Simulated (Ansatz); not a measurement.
## A hypothetical structure for Mg2V2Bi

Starting from a made-up structure for Mg2V2Bi, the aim is the relaxed cell, its shortest contacts and, where a second run follows, its electronic structure.

Calculated with Ansatz 0.2.0; DFT, PBEsol, plane-wave PAW, files of the set soft_1, scalar-relativistic, ferromagnetic start, cell and ions relaxed at zero pressure; PAW set soft_1, in the first sound run; inputs show where later runs differ.

## (1) The starting structure

The structure is tetragonal, space group I4/mmm (No. 139). Conventional cell: a = 4.193 Å, b = 4.193 Å, c = 10.312 Å, α = 90.00°, β = 90.00°, γ = 90.00°. Bi has 8 V at 3.21 Å and 8 Mg at 3.32 Å nearest. V has 1 V at 2.46 Å and 4 Mg at 2.49 Å and 4 Bi at 3.21 Å nearest. Nearest to Mg lie 4 V at 2.49 Å and 4 Mg at 2.96 Å and 4 Bi at 3.32 Å. Farther neighbours are not listed.

Structure file:

```cif
data_structure
_symmetry_space_group_name_H-M 'I4/mmm'
_symmetry_Int_Tables_number 139
_cell_length_a 4.1930
_cell_length_b 4.1930
_cell_length_c 10.3120
_cell_angle_alpha 90.000
_cell_angle_beta 90.000
_cell_angle_gamma 90.000
_cell_volume 181.30
loop_
_atom_site_label
_atom_site_type_symbol
_atom_site_symmetry_multiplicity
_atom_site_Wyckoff_symbol
_atom_site_fract_x
_atom_site_fract_y
_atom_site_fract_z
_atom_site_occupancy
Bi1 Bi 2 a 0.00000 0.00000 0.00000 1
V1 V 4 e 0.50000 0.50000 0.11910 1
Mg1 Mg 4 d 0.50000 0.00000 0.25000 1
```

## (2) Relaxing cell and atoms

The guess takes its coordinates from another compound and its volume from a rule, so the cell and any free coordinates are relaxed together.

Input file input.yaml:

```yaml
crystal:
  lattice:
    - [-2.0965, 2.0965, 5.156]
    - [2.0965, -2.0965, 5.156]
    - [2.0965, 2.0965, -5.156]
  atoms:
    - { symbol: Bi, position: [0.0, 0.0, 0.0] }
    - { symbol: V, position: [0.6191, 0.6191, 0.0], spin: 2.0 }
    - { symbol: V, position: [0.3809, 0.3809, 0.0], spin: 2.0 }
    - { symbol: Mg, position: [0.25, 0.75, 0.5] }
    - { symbol: Mg, position: [0.75, 0.25, 0.5] }
magnetization:
  spin_polarized: true
kpoints:
  mp_grid: { grid: [9, 9, 9] }
scf:
  occupations: { method: fermi_dirac, width: 0.05 }
hamiltonian:
  xc: pbesol
  pseudopotentials: { kind: paw, azcp: { folder: soft_1 }, xc_functional: pbe }
relax:
  f_tol: 0.015
  max_steps: 70
  cell: {}
output:
  forces: true
  stress: true
```

Started as:

```sh
$ ansatz run input.yaml --threads 4 --pin off --max-ram 8192MiB --backend cpu --events-out ev --progress --plain --runs-dir out
```

Numbers of over 12 decimals in the logs are rounded to 6 here.

The program printed:

```text
basis.fft_grid_basis auto: the FFT boxes are laid along the combinations [[1, 0, 1], [0, 1, 1], [0, 0, 1]] of the cell's own vectors, 4.193, 4.193 and 5.948 Å long. The dense box has 30×30×40 points. Along the cell's own vectors, as sized, it would have 40×40×40, 1.78 times as many. Of the 16 symmetry operations that the crystal satisfies within crystal.symmetry.tolerance (time reversal apart; of a slab, those that k [...]
Engine: ansatz 0.2.0, x86_64-unknown-linux-gnu
Pseudopotentials: kind: paw
Pseudopotential: Bi, paw, valence charge 15, recommended cutoff 420 eV (normal), soft_1/Bi.paw.azcp
Pseudopotential: V, paw, valence charge 13, recommended cutoff 420 eV (normal), soft_1/V.paw.azcp
Pseudopotential: Mg, paw, valence charge 10, recommended cutoff 420 eV (normal), soft_1/Mg.paw.azcp
Functional definition: PBEsol
  exchange = pbesol_x
  correlation = pbesol_c
Crystal: 5 atoms, lattice volume = 90.649 Å³
Basis set: ecut = 420 eV, 1717 PW (Γ), FFT grids on a1+a3, a2+a3, a3, exchange–correlation on 60×60×80 points (8 copies of the dense FFT grid, shifted against one another)
Bands: 39, of which v1, the nominal top of the filled ones, is band 31 counted from 1 (30 counted from 0)
Symmetry: 16 space group operations
Space group: I4/mmm (ITA 139), of the structure as read, at distance tolerance 4.5e-5 Å
Magnetic group: BNS 139.531 (UNI 1191), of the structure as read, at distance tolerance 4.5e-5 Å
k-points: 75 of 729
Non-local potential: Bi, projectors of the file, l = 0: 2, l = 1: 2, l = 2: 2, l = 3: 1
Non-local potential: V, projectors of the file, l = 0: 3, l = 1: 2, l = 2: 3, l = 3: 1
Non-local potential: Mg, projectors of the file, l = 0: 3, l = 1: 2, l = 2: 1
PAW form: soft (Blöchl's): semilocal exchange-correlation on the pseudo side does not see the compensation charge
PAW frozen core: Bi, regenerated for the run's functional, and the local potential with it (the file was generated under x = pbe(κ = 0.804, μ = 0.219515), c = pbe(β = 0.066725))
PAW frozen core: V, regenerated for the run's functional, and the local potential with it (the file was generated under x = pbe(κ = 0.804, μ = 0.219515), c = pbe(β = 0.066725))
PAW frozen core: Mg, regenerated for the run's functional, and the local potential with it (the file was generated under x = pbe(κ = 0.804, μ = 0.219515), c = pbe(β = 0.066725))
PAW one-centre angular grid: Bi, 590 points (default); XC on 64 Gauss nodes
PAW one-centre angular grid: V, 590 points (default); XC on 64 Gauss nodes
PAW one-centre angular grid: Mg, 110 points (default); XC on 64 Gauss nodes
Initial density: superposition of atomic densities (chi_scale 0.1, normalization cell, long waves kept (reshape's long-wave potential 0.01 eV rms))
Starting moments: Σ|m| = 4 μB on 2 of 5 sites
Initial wavefunctions: pseudopotential atomic-orbital guess
Functional: x = pbesol(κ = 0.804, μ = 0.123457), c = pbesol(β = 0.046)
SCF iter   1: F=—  HF=-21832.265310 eV  |F-HF|=—  |Δ(HF+E_count)|=         —  Δρ=3.24e-2 (↑2.96e-2 ↓3.24e-2)  dr2=8.01e0  dr2_m=1.12e-1  M=3.845 μB ∫|m|=3.979 μB  β_m=0.30  ethr=3.10e-3  ⟨swp⟩=6.1  Hψ=24200  notcnv=0
Mixer restart at iter 1: flushing history
preconditioner: auto → Kerker (q_TF=auto, 2.554 Å⁻¹)  [metal: Δε(μ)=0.004 eV  Ē_g=10.345 eV  σ=0.050 eV  W_gap=0.02  n_scr=32 (ndim 8)  ℏωp=21.0 eV  f_vac=0.000  D(μ)=5.89/eV (n_scr^D=76)]
spin=Collinear: Kerker preconditioning applied to the charge; magnetization (m = ρ↑ − ρ↓) channel mixes plain (no charge-response kernel on spin).
SCF iter   2: F=—  HF=-21833.192870 eV  |F-HF|=—  |Δ(HF+E_count)|=   9.28e-1  Δρ=2.47e-2 (↑2.18e-2 ↓2.47e-2)  dr2=5.05e0  dr2_m=7.39e-2  M=3.858 μB ∫|m|=3.996 μB  β_m=0.65  ethr=3.10e-3  ⟨swp⟩=2.0  Hψ=8516  notcnv=0  defer=137
SCF iter   3: F=—  HF=-21833.242384 eV  |F-HF|=—  |Δ(HF+E_count)|=   4.95e-2  Δρ=5.16e-3 (↑4.82e-3 ↓5.16e-3)  dr2=2.71e-1  dr2_m=2.04e-3  M=4.001 μB ∫|m|=4.136 μB  β_m=0.69  ethr=3.10e-3  ⟨swp⟩=3.1  Hψ=10223  notcnv=0  defer=137
SCF iter   4: F=—  HF=-21833.091051 eV  |F-HF|=—  |Δ(HF+E_count)|=         —  Δρ=7.27e-3 (↑7.27e-3 ↓4.57e-3)  dr2=1.25e-1  dr2_m=3.05e-3  M=3.997 μB ∫|m|=4.129 μB  β_m=0.69  ethr=4.45e-4  ⟨swp⟩=3.2  Hψ=9971  notcnv=0  defer=107
Mixer restart at iter 4: flushing history
SCF iter   5: F=—  HF=-21833.238194 eV  |F-HF|=—  |Δ(HF+E_count)|=         —  Δρ=3.60e-3 (↑2.60e-3 ↓3.60e-3)  dr2=1.20e-2  dr2_m=6.54e-3  M=4.117 μB ∫|m|=4.253 μB  β_m=0.69  ethr=2.05e-4  ⟨swp⟩=2.6  Hψ=10250  notcnv=0  defer=107
Mixer restart at iter 5: flushing history
SCF iter   6: F=—  HF=-21833.239465 eV  |F-HF|=—  |Δ(HF+E_count)|=   1.27e-3  Δρ=1.97e-3 (↑1.03e-3 ↓1.97e-3)  dr2=1.44e-2  dr2_m=3.87e-4  M=4.091 μB ∫|m|=4.229 μB  β_m=0.83  ethr=1.97e-5  ⟨swp⟩=2.0  Hψ=10231  notcnv=0  defer=110
SCF iter   7: F=—  HF=-21833.240855 eV  |F-HF|=—  |Δ(HF+E_count)|=   1.39e-3  Δρ=1.89e-3 (↑1.89e-3 ↓1.26e-3)  dr2=1.68e-3  dr2_m=1.64e-3  M=4.143 μB ∫|m|=4.282 μB  β_m=0.91  ethr=1.97e-5  ⟨swp⟩=2.0  Hψ=8303  notcnv=0  defer=110
SCF iter   8: F=—  HF=-21833.239488 eV  |F-HF|=—  |Δ(HF+E_count)|=   1.37e-3  Δρ=1.48e-3 (↑1.48e-3 ↓2.84e-4)  dr2=2.21e-3  dr2_m=4.76e-4  M=4.170 μB ∫|m|=4.311 μB  β_m=0.95  ethr=2.76e-6  ⟨swp⟩=2.0  Hψ=10479  notcnv=0  defer=111
SCF iter   9: F=—  HF=-21833.240155 eV  |F-HF|=—  |Δ(HF+E_count)|=   6.67e-4  Δρ=2.55e-4 (↑2.55e-4 ↓1.95e-4)  dr2=2.23e-5  dr2_m=3.81e-5  M=4.166 μB ∫|m|=4.307 μB  β_m=0.98  ethr=2.76e-6  ⟨swp⟩=2.0  Hψ=8068  notcnv=0  defer=112
SCF iter  10: F=—  HF=-21833.240150 eV  |F-HF|=—  |Δ(HF+E_count)|=   4.48e-6  Δρ=6.33e-5 (↑6.33e-5 ↓2.87e-5)  dr2=2.58e-6  dr2_m=1.53e-6  M=4.173 μB ∫|m|=4.315 μB  β_m=0.99  ethr=3.65e-8  ⟨swp⟩=2.0  Hψ=9732  notcnv=0  defer=112
SCF iter  11: F=—  HF=-21833.240151 eV  |F-HF|=—  |Δ(HF+E_count)|=   9.85e-7  Δρ=2.81e-5 (↑2.81e-5 ↓1.62e-5)  dr2=2.18e-7  dr2_m=3.88e-7  M=4.176 μB ∫|m|=4.318 μB  β_m=0.99  ethr=4.23e-9  ⟨swp⟩=2.0  Hψ=7852  notcnv=0  defer=112
SCF iter  12: F=—  HF=-21833.240151 eV  |F-HF|=—  |Δ(HF+E_count)|=   2.11e-8  Δρ=8.98e-6 (↑8.98e-6 ↓5.81e-6)  dr2=3.13e-8  dr2_m=3.85e-8  M=4.177 μB ∫|m|=4.320 μB  β_m=1.00  ethr=3.57e-10  ⟨swp⟩=2.0  Hψ=9584  notcnv=0  defer=112
SCF iter  13: F=-21833.240151 eV  HF=-21833.240151 eV  |F-HF|=7.32e-9  |Δ(HF+E_count)|=   4.02e-9  Δρ=1.57e-6 (↑1.57e-6 ↓9.54e-7)  dr2=9.50e-9  dr2_m=1.77e-10  M=4.178 μB ∫|m|=4.320 μB  ethr=5.13e-11  ⟨swp⟩=2.0  Hψ=18216  notcnv=0
SCF 1 converged in 13 iterations: F = -21833.240151 eV  dr2 = 9.50e-9
  greatest PAW one-centre occupation: 1.000 electrons in one spin orbital (limit 2), on the Mg atom at site 4 (counted from 0), in its partial waves of l = 0
[...]
relax step  11: F+E_penalty+E_count = -21836.64777778 eV  Δ(F+E_penalty+E_count) = -5.353e-6 eV  max|allowed force component| = 7.970e-5 eV/Å  Δτ_max = 0.0006 Å  P = +0.001 GPa  Ω = 103.260 Å³  energy of the carried Pulay correction = -2.911e-3 eV  (8 SCF iters, dr2 threshold 3.05e-8 eV, accepted)
relax step  12: F+E_penalty+E_count = -21836.67243723 eV  Δ(F+E_penalty+E_count) = -2.466e-2 eV  max|allowed force component| = 6.923e-2 eV/Å  Δτ_max = 0.0000 Å  P = +0.308 GPa  Ω = 103.260 Å³  stress off target by 7.00e-1 GPa  SCF on the basis re-selected at this cell (its energy is not comparable with the rows above)  (10 SCF iters)
relax step  13: F+E_penalty+E_count = -21836.67438637 eV  Δ(F+E_penalty+E_count) = -1.949e-3 eV  max|allowed force component| = 2.450e-2 eV/Å  Δτ_max = 0.0048 Å  P = +0.041 GPa  Ω = 103.820 Å³  energy of the carried Pulay correction = -2.350e-4 eV  (7 SCF iters, dr2 threshold 5.00e-7 eV, accepted)
relax step  14: F+E_penalty+E_count = -21836.67444266 eV  Δ(F+E_penalty+E_count) = -5.629e-5 eV  max|allowed force component| = 2.469e-4 eV/Å  Δτ_max = 0.0013 Å  P = +0.002 GPa  Ω = 103.935 Å³  energy of the carried Pulay correction = -2.847e-4 eV  (6 SCF iters, dr2 threshold 3.75e-8 eV, accepted)
Basis set: ecut = 420 eV, 2033 PW (Γ), FFT grids on a1+a3, a2+a3, a3, exchange–correlation on 60×60×96 points (8 copies of the dense FFT grid, shifted against one another)
iter 1 solved again at ethr=6.83e-9 eV; its pass at ethr=3.10e-3 eV (dr2=4.17e-6 eV) is discarded
SCF iter   1: F=—  HF=-21836.674794 eV  |F-HF|=—  |Δ(HF+E_count)|=         —  Δρ=1.22e-4 (↑1.22e-4 ↓1.22e-4)  dr2=1.35e-6  dr2_m=7.66e-11  M=0.000 μB ∫|m|=0.000 μB  β_m=0.65  ethr=6.83e-9  ⟨swp⟩=3.3  Hψ=41764  notcnv=0
preconditioner: auto → Kerker (q_TF=auto, 1.875 Å⁻¹)  [metal: Δε(μ)=0.031 eV  Ē_g=5.403 eV  σ=0.050 eV  W_gap=0.15  n_scr=10 (ndim 8)  ℏωp=15.9 eV  f_vac=0.000  D(μ)=3.38/eV (n_scr^D=32)]
spin=Collinear: Kerker preconditioning applied to the charge; magnetization (m = ρ↑ − ρ↓) channel mixes plain (no charge-response kernel on spin).
SCF iter   2: F=—  HF=-21836.674737 eV  |F-HF|=—  |Δ(HF+E_count)|=   5.73e-5  Δρ=4.33e-5 (↑4.33e-5 ↓4.33e-5)  dr2=1.67e-7  dr2_m=2.72e-11  M=0.000 μB ∫|m|=0.000 μB  β_m=0.64  ethr=2.21e-9  ⟨swp⟩=1.0  Hψ=5850  notcnv=0
SCF iter   3: F=—  HF=-21836.674728 eV  |F-HF|=—  |Δ(HF+E_count)|=   8.35e-6  Δρ=1.98e-6 (↑1.98e-6 ↓1.98e-6)  dr2=2.70e-9  dr2_m=2.60e-12  M=0.000 μB ∫|m|=0.000 μB  β_m=0.63  ethr=2.74e-10  ⟨swp⟩=2.0  Hψ=7195  notcnv=0
SCF iter   4: F=—  HF=-21836.674729 eV  |F-HF|=—  |Δ(HF+E_count)|=   5.12e-7  Δρ=7.94e-7 (↑7.94e-7 ↓7.31e-7)  dr2=4.62e-9  dr2_m=1.70e-12  M=0.000 μB ∫|m|=0.000 μB  β_m=0.63  ethr=4.42e-12  ⟨swp⟩=2.0  Hψ=10008  notcnv=0
SCF iter   5: F=—  HF=-21836.674729 eV  |F-HF|=—  |Δ(HF+E_count)|=   7.03e-9  Δρ=4.73e-7 (↑4.73e-7 ↓4.72e-7)  dr2=8.39e-10  dr2_m=1.37e-14  M=-0.000 μB ∫|m|=0.000 μB  β_m=0.81  ethr=4.42e-12  ⟨swp⟩=2.1  Hψ=10297  notcnv=0
SCF iter   6: F=—  HF=-21836.674729 eV  |F-HF|=—  |Δ(HF+E_count)|=  1.49e-10  Δρ=1.13e-7 (↑1.08e-7 ↓1.13e-7)  dr2=2.58e-11  dr2_m=3.00e-14  M=0.000 μB ∫|m|=0.000 μB  β_m=0.80  ethr=1.38e-12  ⟨swp⟩=2.0  Hψ=7032  notcnv=0
SCF iter   7: F=—  HF=-21836.674729 eV  |F-HF|=—  |Δ(HF+E_count)|=  5.82e-11  Δρ=3.33e-8 (↑2.88e-8 ↓3.33e-8)  dr2=2.98e-12  dr2_m=1.07e-14  M=0.000 μB ∫|m|=0.000 μB  β_m=0.90  ethr=1.00e-12  ⟨swp⟩=1.4  Hψ=5918  notcnv=0
SCF iter   8: F=-21836.674729 eV  HF=-21836.674729 eV  |F-HF|=1.09e-11  |Δ(HF+E_count)|=  7.28e-12  Δρ=4.47e-8 (↑4.23e-8 ↓4.47e-8)  dr2=1.53e-11  dr2_m=1.67e-15  M=0.000 μB ∫|m|=0.000 μB  ethr=1.00e-12  ⟨swp⟩=2.0  Hψ=16282  notcnv=0
the starting moments were not kept: the SCF closed with an absolute magnetisation of 1.6e-7 μB, where they sum to 4 μB in size (2 sites). That is at most 0.1 of that sum. Measured as dr2_m measures the in/out step, that magnetisation stands 8.7e-15 eV from none, at or under the dr2_threshold of 5.0e-11 eV: it is no larger than a step whose dr2_m would equal this threshold.
SCF 15 converged in 8 iterations: F = -21836.674729 eV  dr2 = 1.53e-11
relax step  15: F+E_penalty+E_count = -21836.67472898 eV  Δ(F+E_penalty+E_count) = -2.863e-4 eV  max|allowed force component| = 1.089e-3 eV/Å  Δτ_max = 0.0000 Å  P = +0.000 GPa  Ω = 103.935 Å³  stress off target by 1.31e-2 GPa  SCF on the basis re-selected at this cell (its energy is not comparable with the rows above)  (8 SCF iters)
basis re-selected at this cell: Δ(F+E_penalty+E_count) = -2.863e-4 eV, ΔP = -0.001 GPa vs the last step (what re-selecting the basis moved, of the pressure what is left beyond the Pulay correction that the steps carried, after the strain that the cell walked since its last selection, with what the two solves' SCF thresholds leave and, on support functions, any second-order correction that the steps lacked; it is no measure of the basis error at this ecutwfc). The dense FFT grid was sized anew with the basis: this SCF ran on 30×30×48 points, the steps before it on 30×30×45, so part of this shift can come from that change (see relax.cell in the input reference). [rest of the remark cut]
SCF converged after 8 iterations
Magnetization: 0.0000 μB (30.5000 up, 30.5000 down)
Absolute magnetization: 0.0000 μB (∫|ρ↑−ρ↓|, with the PAW one-centre terms)
Spin contamination: 0.0000 ħ² per cell (⟨S²⟩ above its minimum at these occupations)
Per-site moments (μB) at R_I (Å): [(-1.654875245951258e-9, 1.259122), (4.3347026148035153e-8, 0.716451), (4.334702606160106e-8, 0.716451), (-6.987131509714399e-10, 1.207088), (-6.987130192603132e-10, 1.207088)]
Free energy (F): -21836.674729 eV
Harris-Foulkes:  -21836.674729 eV  (|F-HF|=1.09e-11)
Internal energy: -21836.647100 eV  (E = F + TS)
E sigma→0 (E₀):  -21836.660914 eV
Entropy (-TS):   -0.027629 eV (-5.526 meV/atom)
Fermi energy:    10.382993 eV
--- Per-component energies (eV) ---
  E_band       = -1175.232896
  E_kinetic    = 993.538014
  E_local      = -7580.476473  (includes V_loc(G=0)·N_el)
  E_nonlocal   = 989.337756
  E_hartree    = 2868.799535
  E_xc         = -427.797280
  E_vxc        = -484.775401  (∫ρ·V_xc dr)
  E_paw        = -13303.095950  (= ΣΔE_a)
  E_vpaw       = -830.457507  (= ΣTr[D̂ρ^β])
  E_aug_tail   = 0.001888  (compensation charges beyond the density's cutoff)
  E_ewald      = -5377.461469
  E_core_change = 0.506878  (= ΣΔE_core)
  E_smearing   = -0.027629  (= −TS)
  E_closure    = -0.000000  (closes the sum)
  Σ components = -21836.674729   (vs F -21836.674729, Δ=0.00e0)
--- Forces (eV/Å), atoms counted from 1 ---
  atom   1  Bi     0.00000000     0.00000000     0.00000000
  atom   2  V     -0.00000000     0.00000000    -0.00108882
  atom   3  V      0.00000000    -0.00000000     0.00108882
  atom   4  Mg     0.00000000     0.00000000     0.00000000
  atom   5  Mg    -0.00000000    -0.00000000     0.00000000
  max |Σ_I F_I| component: 1.04e-17 eV/Å
--- Stress (GPa, compression-positive) ---
       -0.006125       0.000000       0.000000
        0.000000      -0.006125      -0.000000
       -0.000000       0.000000       0.013096
  P = ⅓ Tr σ = 0.0003 GPa (0.003 kbar)
--- Relaxed structure (13 steps of the walk, 12 accepted, 2 SCFs on fresh bases) ---
  F+E_penalty+E_count = -21836.67472898 eV   max|allowed force component| = 1.089e-3 eV/Å   (the final SCF, on the basis selected at the relaxed cell)
  cell:  # Å, volume = 103.9348 Å³
    - [-2.069188, 2.069188, 6.068771]
    - [2.069188, -2.069188, 6.068771]
    - [2.069188, 2.069188, -6.068771]
  atoms:
    - { symbol: Bi, position: [2.842981647013969e-18, 2.842981647013969e-18, 0] }
    - { symbol: V, position: [0.571549, 0.571549, 0] }
    - { symbol: V, position: [0.428451, 0.428451, 0] }
    - { symbol: Mg, position: [0.25, 0.75, 0.5] }
    - { symbol: Mg, position: [0.75, 0.25, 0.5] }
```

It took 1.8 min on 4 threads of Intel Xeon 6975P-C (Granite Rapids), shared host; peak memory 0.9 GiB; 6.4 min of CPU time.

Step by step:

```
step  energy less that of the first step (eV)  largest force component (eV/Å)  pressure (GPa)  volume (Å³)
   1                                   0.0000                          3.0814           13.06        90.65
   2                                  -1.1131                          2.4474            2.55       101.37
   3                                  -2.4713                          3.9873           -1.97       103.45
   4                                  -1.9212                         15.1804           12.71       102.86
   5                                  -2.8883                          3.3434           -2.36       104.34
   6                                  -3.2486                          1.2731            1.05       104.40
   7                                  -3.3629                          0.3453           -0.86       104.76
   8                                  -3.3949                          0.4203           -0.17       104.00
   9                                  -3.4070                          0.0910            0.23       102.77
  10                                  -3.4076                          0.0221            0.04       103.17
  11                                  -3.4076                          0.0001            0.00       103.26
 12*                                  -3.4323                          0.0692            0.31       103.26
  13                                  -3.4342                          0.0245            0.04       103.82
  14                                  -3.4343                          0.0002            0.00       103.93
 15*                                  -3.4346                          0.0011            0.00       103.93
```

Relaxation steps marked * repeat the geometry before them on a plane-wave basis chosen anew for their cell, so energy and pressure can jump there. Relaxation step 4 was tried and not accepted.

Forces are held to the 16 operations that the run works with; a distortion that breaks them can't arise in this run.

```
     cell as run  before   after   change
           a (Å)   5.948   6.737  +13.3 %
           b (Å)   5.948   6.737  +13.3 %
           c (Å)   5.948   6.737  +13.3 %
           α (°)  138.72  144.23   +4.0 %
           β (°)  138.72  144.23   +4.0 %
           γ (°)   59.80   51.49  -13.9 %
volume (Å³/atom)   18.13   20.79  +14.7 %
```

The atoms that moved most (Å, as changes of fractional coordinates times the final cell):

| atom | dx | dy | dz | length |
| --- | --- | --- | --- | --- |
| V2 | 0.000 | 0.000 | -0.577 | 0.577 |
| V3 | 0.000 | 0.000 | 0.577 | 0.577 |

The relaxed structure:

```cif
data_structure
_symmetry_space_group_name_H-M 'P 1'
_symmetry_Int_Tables_number 1
_cell_length_a 6.7374
_cell_length_b 6.7374
_cell_length_c 6.7374
_cell_angle_alpha 144.229
_cell_angle_beta 144.229
_cell_angle_gamma 51.485
_cell_volume 103.93
loop_
_atom_site_label
_atom_site_type_symbol
_atom_site_fract_x
_atom_site_fract_y
_atom_site_fract_z
_atom_site_occupancy
Bi1 Bi 0.00000 0.00000 0.00000 1
V2 V 0.57155 0.57155 0.00000 1
V3 V 0.42845 0.42845 0.00000 1
Mg4 Mg 0.25000 0.75000 0.50000 1
Mg5 Mg 0.75000 0.25000 0.50000 1
```

This step gave:

```yaml
free_energy: -21836.6747 eV
energy_at_zero_smearing: -21836.6609 eV
smearing_term_ts: 0.02763 eV
fermi_energy: 10.38 eV
electrons: 61
symmetry_operations: 16
pressure: 2.82e-4 GPa
```

The shortest distance of each pair, which need not be the same contact before and after:

| pair | guess (Å) | relaxed (Å) |
| --- | --- | --- |
| V–V | 2.456 | 1.737 |
| Mg–Mg | 2.965 | 2.926 |
| Mg–V | 2.493 | 2.995 |
| Bi–V | 3.209 | 3.052 |
| Bi–Mg | 3.323 | 3.673 |

The relaxation ends with a largest force component of 0.0011 eV/Å and a pressure of 0.00 GPa. No moment survives the cycle: this start ends non-magnetic.

[end of part 1 of 2]

[Logs are printed without paths, hosts, clocks, repeated set-up lines and the standing remarks that a program may print on its own settings, such as how far it seeks lower states.]

[Hosts, paths, dates, database ids (printed as entryN), source tags and the programs' standing remarks are cut or masked in the printed files.]
